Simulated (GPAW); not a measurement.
**A computed optical spectrum**

Method: GPAW, PBE, RPA, without spin-orbit coupling, line width 0.12 eV (Lorentzian); metals get a typed carrier damping. The response is along the first axis of the cell.

(E (eV), Im ε): (0.00, 0.00), (0.25, 0.01), (0.50, 0.02), (0.75, 0.03), (1.00, 0.04), (1.25, 0.06), (1.50, 0.08), (1.75, 0.12), (2.00, 0.25), (2.25, 0.88), (2.50, 0.39), (2.75, 0.56), (3.00, 2.01), (3.25, 0.90), (3.50, 1.67), (3.75, 2.83), (4.00, 2.71), (4.25, 2.85), (4.50, 5.10), (4.75, 6.60), (5.00, 6.45), (5.25, 7.80), (5.50, 8.44), (5.75, 10.04), (6.00, 7.38), (6.25, 5.23), (6.50, 6.43), (6.75, 8.37), (7.00, 7.99), (7.25, 6.68), (7.50, 5.73), (7.75, 5.60), (8.00, 4.67), (8.25, 4.00), (8.50, 3.94), (8.75, 4.35), (9.00, 4.14), (9.25, 3.60), (9.50, 3.61), (9.75, 2.75), (10.00, 2.74)

To which candidate does it belong?
A. MoS2 (P6_3/mmc)
B. TiO2 (I4_1/amd)
C. ZnS (P6_3mc)
D. WS2 (P6_3/mmc)

C. ZnS (P6_3mc): ε∞ = 5.56 along the first axis, strongest peak along the first axis at 5.71 eV. The others: WS2 (P6_3/mmc), ε∞ = 12.26 along the first axis, strongest peak along the first axis at 3.35 eV; MoS2 (P6_3/mmc), ε∞ = 13.76 along the first axis, strongest peak along the first axis at 2.96 eV; TiO2 (I4_1/amd), ε∞ = 6.07 along the first axis, strongest peak along the first axis at 4.90 eV.
